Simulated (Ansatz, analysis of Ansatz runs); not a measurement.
## Can an added electron hop between V atoms in GdVO4 (I4_1/amd)?

Question: does an added electron stay on the V atom where it is started in GdVO4 (I4_1/amd), and if so, how high is the barrier for a hop to another V site nearby? Model: a cell of 48 host atoms.

Program: Ansatz 0.2.0. Level of theory: plane-wave PAW DFT, PBEsol+U; relaxation of all atoms of a supercell at fixed charge in a uniform background; PAW set soft_1. Results are calculated unless marked as measured.

## Step 1: Starting point

The cell holds 48 atoms: 8 Gd, 8 V and 32 O. Cell: a = 9.592 Å, b = 9.592 Å, c = 10.198 Å, α = 57.9°, β = 57.9°, γ = 64.2°. It derives from GdVO4 (space group I4_1/amd). Nearest the centre at fractional (0.312, 0.562, 0.688): O41 at 1.95 Å, O38 at 1.95 Å, V13 at 1.97 Å, V11 at 1.97 Å, O33 at 2.25 Å, O30 at 2.25 Å, O22 at 2.25 Å, O19 at 2.25 Å.

Hubbard terms: Gd f 6.0 eV, V d 4.0 eV. They were chosen, not fitted, to curb self-interaction in the shells named, the trial site's among them. The two sites are V11 and V13. The cell's shortest repeat is 9.6 Å. The host's moments were started ferromagnetic, high spin.

## Step 2: The cell without the carrier

The neutral cell is relaxed first, from small random displacements, so that bond lengths and moments with the carrier can be set beside those of a relaxed cell without it.

The input, neutral.relax/input.yaml:

```yaml
crystal:
  lattice:
    - [0.0, 7.2111531, 6.32506012]
    - [7.2111531, 0.0, 6.32506012]
    - [7.2111531, 7.2111531, 0.0]
  atoms:
    - { symbol: Gd, position: [0.125, 0.625, 0.375], spin: 7.0 }
    - { symbol: Gd, position: [0.375, 0.875, 0.625], spin: 7.0 }
    - { symbol: Gd, position: [0.625, 0.125, 0.875], spin: 7.0 }
    - { symbol: Gd, position: [0.875, 0.375, 0.125], spin: 7.0 }
    - { symbol: Gd, position: [0.0, 0.0, 0.5], spin: 7.0 }
    - { symbol: Gd, position: [0.25, 0.25, 0.75], spin: 7.0 }
    - { symbol: Gd, position: [0.5, 0.5, 0.0], spin: 7.0 }
    - { symbol: Gd, position: [0.75, 0.75, 0.25], spin: 7.0 }
    - { symbol: V, position: [0.0, 0.0, 0.0] }
    - { symbol: V, position: [0.25, 0.25, 0.25] }
    - { symbol: V, position: [0.5, 0.5, 0.5] }
    - { symbol: V, position: [0.75, 0.75, 0.75] }
    - { symbol: V, position: [0.125, 0.625, 0.875] }
    - { symbol: V, position: [0.375, 0.875, 0.125] }
    - { symbol: V, position: [0.625, 0.125, 0.375] }
    - { symbol: V, position: [0.875, 0.375, 0.625] }
    - { symbol: O, position: [0.004739, 0.822251, 0.177749] }
    - { symbol: O, position: [0.254739, 0.072251, 0.427749] }
    - { symbol: O, position: [0.504739, 0.322251, 0.677749] }
    - { symbol: O, position: [0.754739, 0.572251, 0.927749] }
    - { symbol: O, position: [0.072251, 0.254739, 0.245261] }
    - { symbol: O, position: [0.322251, 0.504739, 0.495261] }
    - { symbol: O, position: [0.572251, 0.754739, 0.745261] }
    - { symbol: O, position: [0.822251, 0.004739, 0.995261] }
    - { symbol: O, position: [0.177749, 0.995261, 0.822251] }
    - { symbol: O, position: [0.427749, 0.245261, 0.072251] }
    - { symbol: O, position: [0.677749, 0.495261, 0.322251] }
    - { symbol: O, position: [0.927749, 0.745261, 0.572251] }
    - { symbol: O, position: [0.052749, 0.370261, 0.629739] }
    - { symbol: O, position: [0.302749, 0.620261, 0.879739] }
    - { symbol: O, position: [0.552749, 0.870261, 0.129739] }
    - { symbol: O, position: [0.802749, 0.120261, 0.379739] }
    - { symbol: O, position: [0.120261, 0.802749, 0.697251] }
    - { symbol: O, position: [0.370261, 0.052749, 0.947251] }
    - { symbol: O, position: [0.620261, 0.302749, 0.197251] }
    - { symbol: O, position: [0.870261, 0.552749, 0.447251] }
    - { symbol: O, position: [0.245261, 0.427749, 0.254739] }
    - { symbol: O, position: [0.495261, 0.677749, 0.504739] }
    - { symbol: O, position: [0.745261, 0.927749, 0.754739] }
    - { symbol: O, position: [0.995261, 0.177749, 0.004739] }
    - { symbol: O, position: [0.129739, 0.447251, 0.870261] }
    - { symbol: O, position: [0.379739, 0.697251, 0.120261] }
    - { symbol: O, position: [0.629739, 0.947251, 0.370261] }
    - { symbol: O, position: [0.879739, 0.197251, 0.620261] }
    - { symbol: O, position: [0.197251, 0.879739, 0.302749] }
    - { symbol: O, position: [0.447251, 0.129739, 0.552749] }
    - { symbol: O, position: [0.697251, 0.379739, 0.802749] }
    - { symbol: O, position: [0.947251, 0.629739, 0.052749] }
basis:
  ecutwfc: 420
  xc_grid: 2
hamiltonian:
  xc: pbesol
  hubbard:
    sites: [{ species: Gd, l: f, u_eff: 6.0 }, { species: V, l: d, u_eff: 4.0 }]
    projectors: ortho-atomic
  pseudopotentials: { kind: paw, azcp: { folder: soft_1 }, xc_functional: pbe }
kpoints:
  mp_grid: { grid: [1, 1, 1] }
magnetization:
  spin_polarized: true
  initial_magnetization: 56
  spin_locking: { lock_magnetization: hard }
scf:
  occupations: { method: fermi_dirac, width: 0.01 }
  max_iter: 120
  lower_state_search: "off"
output:
  forces: true
relax:
  f_tol: 0.02
  max_steps: 70
  random_displacement: { amplitude: 0.04, seed: 7037 }
checkpoint:
  write: "../neutral.relax.run"
  compress: false
  write_wavefunctions: true
  write_every: 100000
```

Command:

```bash
$ ansatz run input.yaml --threads 32 --pin off --max-ram 84787MiB --backend cuda --events-out ev --progress --plain --runs-dir out --max-vram 78GiB
```

Numbers of over 12 decimals in the logs are rounded to 6 here.

What it wrote:

```text
[... repeated set-up lines and file paths are left out, and long positions are rounded to six places ...]
Engine: ansatz 0.2.0, aarch64-unknown-linux-gnu
Pseudopotentials: kind: paw
Pseudopotential: Gd, paw, valence charge 18, recommended cutoff 420 eV (normal), soft_1/Gd.paw.azcp
Pseudopotential: V, paw, valence charge 13, recommended cutoff 420 eV (normal), soft_1/V.paw.azcp
Pseudopotential: O, paw, valence charge 6, recommended cutoff 420 eV (normal), soft_1/O.paw.azcp
Functional definition: PBEsol
  exchange = pbesol_x
  correlation = pbesol_c
[...]
Crystal: 48 atoms, lattice volume = 657.815 Å³
Basis set: ecut = 420 eV, 12741 PW (Γ), exchange–correlation on 144×144×144 points (8 copies of the dense FFT grid, shifted against one another)
Bands: 298, of which v1, the nominal top of the filled ones, is band 220 counted from 1 (219 counted from 0)
Symmetry: 1 space group operations
k-points: 1
Non-local potential: Gd, projectors of the file, l = 0: 3, l = 1: 2, l = 2: 2, l = 3: 3
Non-local potential: V, projectors of the file, l = 0: 3, l = 1: 2, l = 2: 3, l = 3: 1
Non-local potential: O, projectors of the file, l = 0: 2, l = 1: 2, l = 2: 1
PAW form: soft (Blöchl's): semilocal exchange-correlation on the pseudo side does not see the compensation charge
PAW frozen core: Gd, regenerated for the run's functional, and the local potential with it (the file was generated under x = pbe(κ = 0.804, μ = 0.219515), c = pbe(β = 0.066725))
[...]
--- Per-component energies (eV) ---
  E_band       = -3011.485883
  E_kinetic    = 10567.899670
  E_local      = -42589.812823  (includes V_loc(G=0)·N_el)
  E_nonlocal   = 5931.499525
  E_hartree    = 16928.111862
  E_xc         = -4892.451485
  E_vxc        = -5794.003570  (∫ρ·V_xc dr)
  E_hubbard    = 36.368774  (on-site DFT+U / exact-exchange correction)
  E_vhub       = -147.444551  (the Hubbard potential's part of the band-sum identity)
  E_paw        = -65030.519331  (= ΣΔE_a)
  E_vpaw       = -4835.884929  (= ΣTr[D̂ρ^β])
  E_aug_tail   = 0.033981  (compensation charges beyond the density's cutoff)
  E_ewald      = -35843.084542
  E_core_change = 7.622980  (= ΣΔE_core)
  E_smearing   = -0.000000  (= −TS)
  E_closure    = 0.000000  (closes the sum)
  Σ components = -114884.331389   (vs F -114884.331389, Δ=0.00e0)
--- Forces (eV/Å), atoms counted from 1 ---
  atom   1  Gd     0.00020195     0.00076994    -0.00554421
  atom   2  Gd    -0.00305491    -0.00146082     0.00271194
  [... 3 atoms left out ...]
  atom   6  Gd    -0.00110793     0.00274107    -0.00167174
  [... 42 more lines of this table ...]
  max |Σ_I F_I| component: 3.25e-5 eV/Å
--- Band table (eV) ---
  k-point 0 ↑: bands = ["-56.9657", "-56.9656", "-56.9656", "-56.9653", "-56.9652", "-56.9650", "-56.9648", "-56.9646", "-35.3576", [... rest cut ...]
  k-point 0 ↓: bands = ["-56.9659", "-56.9658", "-56.9657", "-56.9654", "-56.9653", "-56.9651", "-56.9649", "-56.9648", "-32.2889", [... rest cut ...]
Occupation matrices written to <dir>
--- Relaxed structure (5 steps of the walk, 5 accepted, 0 SCFs on fresh bases) ---
  F+E_penalty+E_count = -114884.33138892 eV   max|allowed force component| = 7.579e-3 eV/Å
  atoms:
    - { symbol: Gd, position: [0.125244, 0.624820, 0.374732] }
    - { symbol: Gd, position: [0.375302, 0.874609, 0.624959] }
    [... 3 atoms left out ...]
    - { symbol: Gd, position: [0.250173, 0.249820, 0.749725] }
  [... 42 more lines of this table ...]
[key lines of the parts left out:]
SCF converged after 5 iterations
Magnetization: 56.0000 μB (248.0000 up, 192.0000 down)
Free energy (F): -114884.331389 eV
Fermi energy:    8.489556 (↑ 8.489073, ↓ 8.537633) eV
```

Wall time 4.2 s (1 × NVIDIA GB200 with 32 threads of Arm Neoverse V2, shared host); peak memory 1.4 GiB.

The largest displacement from an ideal site is 0.003 Å.

## Step 3: The electron on the first site

The nearest neighbour or neighbours of the site start displaced and the site's starting moment is changed by the carrier's spin, since a carrier doesn't trap itself in the undistorted lattice.

The input, A.relax/input.yaml:

```yaml
crystal:
  lattice:
    - [0.0, 7.2111531, 6.32506012]
    - [7.2111531, 0.0, 6.32506012]
    - [7.2111531, 7.2111531, 0.0]
  atoms:
    - { symbol: Gd, position: [0.125244, 0.62482, 0.374732], spin: 7.0 }
    - { symbol: Gd, position: [0.375302, 0.874609, 0.624959], spin: 7.0 }
    - { symbol: Gd, position: [0.625231, 0.124802, 0.87473], spin: 7.0 }
    - { symbol: Gd, position: [0.875333, 0.374576, 0.124922], spin: 7.0 }
    - { symbol: Gd, position: [0.000294, -0.000331, 0.499961], spin: 7.0 }
    - { symbol: Gd, position: [0.250173, 0.24982, 0.749725], spin: 7.0 }
    - { symbol: Gd, position: [0.500266, 0.499704, -9.1e-05], spin: 7.0 }
    - { symbol: Gd, position: [0.75019, 0.749789, 0.249762], spin: 7.0 }
    - { symbol: V, position: [0.000241, -0.000249, -0.000267] }
    - { symbol: V, position: [0.250321, 0.249632, 0.249946] }
    - { symbol: V, position: [0.500228, 0.499713, 0.499769], spin: 1.0 }
    - { symbol: V, position: [0.75038, 0.749591, 0.749924] }
    - { symbol: V, position: [0.125256, 0.624616, 0.874972] }
    - { symbol: V, position: [0.375186, 0.874795, 0.1248] }
    - { symbol: V, position: [0.625357, 0.124622, 0.374872] }
    - { symbol: V, position: [0.875154, 0.374827, 0.624723] }
    - { symbol: O, position: [0.00498, 0.82208, 0.177396] }
    - { symbol: O, position: [0.255017, 0.071925, 0.427657] }
    - { symbol: O, position: [0.505309, 0.309567, 0.689869] }
    - { symbol: O, position: [0.755043, 0.571857, 0.927627] }
    - { symbol: O, position: [0.072557, 0.254488, 0.245288] }
    - { symbol: O, position: [0.309955, 0.504794, 0.494893] }
    - { symbol: O, position: [0.572612, 0.754478, 0.745239] }
    - { symbol: O, position: [0.822473, 0.004647, 0.995026] }
    - { symbol: O, position: [0.177832, 0.995078, 0.821979] }
    - { symbol: O, position: [0.42789, 0.24493, 0.07219] }
    - { symbol: O, position: [0.69029, 0.494661, 0.309594] }
    - { symbol: O, position: [0.927965, 0.744892, 0.572184] }
    - { symbol: O, position: [0.052819, 0.370046, 0.629497] }
    - { symbol: O, position: [0.302891, 0.620025, 0.879707] }
    - { symbol: O, position: [0.552845, 0.870052, 0.129568] }
    - { symbol: O, position: [0.803104, 0.119833, 0.379545] }
    - { symbol: O, position: [0.120486, 0.802179, 0.697262] }
    - { symbol: O, position: [0.370431, 0.052353, 0.947066] }
    - { symbol: O, position: [0.620519, 0.302239, 0.197191] }
    - { symbol: O, position: [0.870452, 0.552419, 0.446992] }
    - { symbol: O, position: [0.245528, 0.427317, 0.2547] }
    - { symbol: O, position: [0.495137, 0.689811, 0.50489] }
    - { symbol: O, position: [0.745611, 0.92724, 0.754734] }
    - { symbol: O, position: [0.995532, 0.177381, 0.004521] }
    - { symbol: O, position: [0.130101, 0.446821, 0.870356] }
    - { symbol: O, position: [0.379927, 0.696998, 0.120217] }
    - { symbol: O, position: [0.630079, 0.946884, 0.370259] }
    - { symbol: O, position: [0.879876, 0.197079, 0.620081] }
    - { symbol: O, position: [0.197528, 0.879575, 0.302464] }
    - { symbol: O, position: [0.447694, 0.129416, 0.552537] }
    - { symbol: O, position: [0.697433, 0.379703, 0.802318] }
    - { symbol: O, position: [0.947514, 0.629499, 0.052543] }
total_charge: -1
basis:
  ecutwfc: 420
  xc_grid: 2
hamiltonian:
  xc: pbesol
  hubbard:
    sites: [{ species: Gd, l: f, u_eff: 6.0 }, { species: V, l: d, u_eff: 4.0 }]
    projectors: ortho-atomic
  pseudopotentials: { kind: paw, azcp: { folder: soft_1 }, xc_functional: pbe }
kpoints:
  mp_grid: { grid: [1, 1, 1] }
magnetization:
  spin_polarized: true
  initial_magnetization: 57
  spin_locking: { lock_magnetization: hard }
scf:
  occupations: { method: fermi_dirac, width: 0.01 }
  max_iter: 120
  lower_state_search: "off"
output:
  forces: true
relax:
  f_tol: 0.015
  max_steps: 70
  escape_saddle: false
checkpoint:
  write: "../A.relax.run"
  compress: false
  write_wavefunctions: true
  write_every: 100000
```

What it wrote:

```text
[...]
Crystal: 48 atoms, lattice volume = 657.815 Å³
Basis set: ecut = 420 eV, 12741 PW (Γ), exchange–correlation on 144×144×144 points (8 copies of the dense FFT grid, shifted against one another)
Bands: 299, of which v1, the nominal top of the filled ones, is band 221 counted from 1 (220 counted from 0)
Symmetry: 1 space group operations
[...]
k-points: 1
[...]
Starting moments: Σ|m| = 57 μB on 9 of 48 sites
[...]
SCF iter   1: F=—  HF=-114852.669356 eV  |Δ(HF+E_count)|=         —  Δρ=1.70e-1 (↑1.65e-1 ↓1.70e-1)  dr2=3.67e1  dr2_m=1.62e2  M=57.000 μB ∫|m|=60.036 μB  Hψ=2103
[...]
SCF iter   2: F=—  HF=-114861.732502 eV  |Δ(HF+E_count)|=    9.06e0  Δρ=1.23e-1 (↑1.16e-1 ↓1.23e-1)  dr2=1.17e1  dr2_m=8.32e1  M=57.000 μB ∫|m|=59.808 μB  Hψ=1041
[...]
SCF iter  13: F=-114874.189037 eV  HF=-114874.189040 eV  |Δ(HF+E_count)|=   2.40e-6  Δρ=1.40e-5 (↑1.40e-5 ↓1.17e-5)  dr2=5.38e-6  dr2_m=3.83e-8  M=57.000 μB ∫|m|=58.330 μB  Hψ=1619
SCF 1 converged in 13 iterations: F = -114874.189037 eV  dr2 = 5.38e-6
[...]
relax step   1: F+E_penalty+E_count = -114874.18903704 eV  Δ(F+E_penalty+E_count) = +0.000e0 eV  max|allowed force component| = 1.737e0 eV/Å  Δτ_max = 0.0000 Å  (13 SCF iters, dr2 threshold 5.63e-6 eV, accepted)
[...]
relax step   2: F+E_penalty+E_count = -114874.49205164 eV  Δ(F+E_penalty+E_count) = -3.030e-1 eV  max|allowed force component| = 3.377e-1 eV/Å  Δτ_max = 0.0854 Å  (7 SCF iters, dr2 threshold 1.00e-4 eV, accepted)
relax step   3: F+E_penalty+E_count = -114874.48749745 eV  Δ(F+E_penalty+E_count) = +4.554e-3 eV  max|allowed force component| = 2.637e-1 eV/Å  Δτ_max = 0.0663 Å  (11 SCF iters, dr2 threshold 7.13e-6 eV, rejected (line search))
relax step   4: F+E_penalty+E_count = -114874.53577823 eV  Δ(F+E_penalty+E_count) = -4.373e-2 eV  max|allowed force component| = 1.147e-1 eV/Å  Δτ_max = 0.0323 Å  (12 SCF iters, accepted)
relax step   5: F+E_penalty+E_count = -114874.53995258 eV  Δ(F+E_penalty+E_count) = -4.174e-3 eV  max|allowed force component| = 3.548e-2 eV/Å  Δτ_max = 0.0084 Å  (9 SCF iters, dr2 threshold 8.23e-7 eV, accepted)
[...]
SCF iter   3: F=—  HF=-114874.536433 eV  |Δ(HF+E_count)|=   4.04e-4  Δρ=1.33e-4 (↑1.33e-4 ↓1.31e-4)  dr2=4.90e-4  dr2_m=7.04e-6  M=57.000 μB ∫|m|=58.408 μB  Hψ=1089
[...]
SCF iter   5: F=—  HF=-114874.540586 eV  |Δ(HF+E_count)|=   4.22e-3  Δρ=3.18e-5 (↑2.25e-5 ↓3.18e-5)  dr2=1.53e-5  dr2_m=1.44e-6  M=57.000 μB ∫|m|=58.403 μB  Hψ=930
[...]
SCF iter   8: F=—  HF=-114874.540585 eV  |Δ(HF+E_count)|=   7.83e-8  Δρ=3.66e-6 (↑3.66e-6 ↓3.00e-6)  dr2=1.27e-7  dr2_m=4.18e-8  M=57.000 μB ∫|m|=58.398 μB  Hψ=801
[...]
SCF iter  10: F=-114874.540585 eV  HF=-114874.540585 eV  |Δ(HF+E_count)|=   4.04e-8  Δρ=9.05e-7 (↑9.05e-7 ↓7.31e-7)  dr2=1.16e-8  dr2_m=1.88e-9  M=57.000 μB ∫|m|=58.397 μB  Hψ=1982
SCF 6 converged in 10 iterations: F = -114874.540585 eV  dr2 = 1.16e-8
relax step   6: F+E_penalty+E_count = -114874.54058504 eV  Δ(F+E_penalty+E_count) = -6.325e-4 eV  max|allowed force component| = 1.369e-2 eV/Å  Δτ_max = 0.0049 Å  (10 SCF iters, accepted)
[...]
NSCF: frozen V_eff on 1 k-points
[...]
SCF converged after 10 iterations
Stability checked in part: among states of this total moment the steps that led to this state did not find it unstable. No probe was made; neither looks for a lower state of another moment (fixed_total_moment; see scf.lower_state_search)
Magnetization: 57.0000 μB (249.0000 up, 192.0000 down)
Absolute magnetization: 58.3933 μB (∫|ρ↑−ρ↓|, with the PAW one-centre terms)
[...]
Per-site moments (μB) at R_I (Å): [(6.851964, 0.938038), (6.851981, 0.938054), (6.851925, 0.938004), [... 7 left out ...]
Free energy (F): -114874.540585 eV
[...]
Internal energy: -114874.540585 eV  (E = F + TS)
E sigma→0 (E₀):  -114874.540585 eV
Fermi energy:    9.729301 (↑ 9.729305, ↓ 8.658523) eV
[...]
--- Forces (eV/Å), atoms counted from 1 ---
  atom   1  Gd     0.00024333    -0.00518945     0.00300896
  atom   2  Gd     0.00477896    -0.00077072    -0.00348620
  [... 3 atoms left out ...]
  atom   6  Gd    -0.00017149     0.00101060     0.00599754
  [... 42 more lines of this table ...]
  max |Σ_I F_I| component: 6.52e-6 eV/Å
--- Band table (eV) ---
[...]
Occupation matrices written to <dir>
--- Relaxed structure (6 steps of the walk, 5 accepted, 0 SCFs on fresh bases) ---
  F+E_penalty+E_count = -114874.54058504 eV   max|allowed force component| = 1.369e-2 eV/Å
  atoms:
    - { symbol: Gd, position: [0.127877, 0.621225, 0.378325] }
    - { symbol: Gd, position: [0.378753, 0.872037, 0.621374] }
    [... 3 atoms left out ...]
    - { symbol: Gd, position: [0.251574, 0.251068, 0.748480] }
  [... 42 more lines of this table ...]
```

Elapsed: 5.6 s, on 1 × NVIDIA GB200 with 32 threads; peak memory 1.4 GiB; 23 s of CPU time.

The steps of the relaxation:

| step | energy less that of the first step (eV) | largest force component (eV/Å) |
| --- | --- | --- |
| 1 | 0.0000 | 1.7373 |
| 2 | -0.3030 | 0.3377 |
| 3 | -0.2985 | 0.2637 |
| 4 | -0.3467 | 0.1147 |
| 5 | -0.3509 | 0.0355 |
| 6 | -0.3515 | 0.0137 |

Relaxation step 3 was tried and not accepted.

The atoms that moved most (Å):

| atom | dx | dy | dz | length |
| --- | --- | --- | --- | --- |
| O27 | 0.084 | 0.001 | 0.009 | 0.085 |
| O22 | -0.001 | 0.084 | -0.008 | 0.084 |
| O38 | -0.083 | 0.000 | 0.009 | 0.084 |
| O19 | 0.001 | -0.083 | -0.008 | 0.083 |
| Gd1 | 0.000 | 0.045 | -0.006 | 0.045 |
| Gd4 | 0.045 | -0.001 | 0.006 | 0.045 |
| Gd2 | -0.044 | -0.001 | 0.006 | 0.045 |
| Gd3 | 0.000 | -0.043 | -0.006 | 0.044 |

The moves above count from the input, in which the site's nearest neighbours were already displaced; the distances below compare with the cell without the carrier.

Distances from V11 without and with the electron:

| atom | without (Å) | with (Å) |
| --- | --- | --- |
| O38 | 1.71 | 1.77 |
| O19 | 1.71 | 1.77 |
| O27 | 1.71 | 1.77 |
| O22 | 1.71 | 1.77 |

The largest changes of the moments are 0.64 μB on V11, 0.03 μB on V10 and 0.03 μB on V12. The largest part sits on the chosen site.

(Part 1 of 2 ends here.)

[Logs are printed without paths, hosts, clocks, repeated set-up lines and the standing remarks that a program may print on its own settings, such as how far it seeks lower states.]

[Hosts, paths, dates, database ids (printed as entryN), source tags and the programs' standing remarks are cut or masked in the printed files.]
